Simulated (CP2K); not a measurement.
Two runs for the Cl L₂,₃ edge of chloropyrazine. Run A: CP2K XAS_TDP, all-electron GAPW, PBEh(45%), aug-pc-1, TDA, ZORA, spin–orbit coupling. Run B differs in one setting.

First lines with a strength over 0.0003. A:

| atom | energy (eV) | states | strength, one atom |
| --- | --- | --- | --- |
| Cl1 (bonded to C) | 199.39 | 2 | 0.0074 |
|  | 200.86 | 4 | 0.0003 |
|  | 200.90 | 2 | 0.0049 |
|  | 201.91 | 2 | 0.0009 |
|  | 202.04 | 2 | 0.0005 |

B:

| atom | energy (eV) | states | strength, one atom |
| --- | --- | --- | --- |
| Cl1 (bonded to C) | 199.43 | 2 | 0.0079 |
|  | 200.95 | 2 | 0.0056 |
|  | 204.32 | 1 | 0.0003 |
|  | 204.46 | 3 | 0.0003 |
|  | 204.48 | 1 | 0.0005 |

Question: Which was it: the functional, the basis, GW2X switched on?

The basis (basis from aug-pc-1 to pc-1; the lines alone don't name the new value). A basis moves diffuse and continuum lines far more than the leading valence line. The lowest line over the strength cut lies at 199.43 eV, against 199.39 eV (PBEh(45%), aug-pc-1).

[Hosts, paths, dates, database ids (printed as entryN), source tags and the programs' standing remarks are cut or masked in the printed files.]
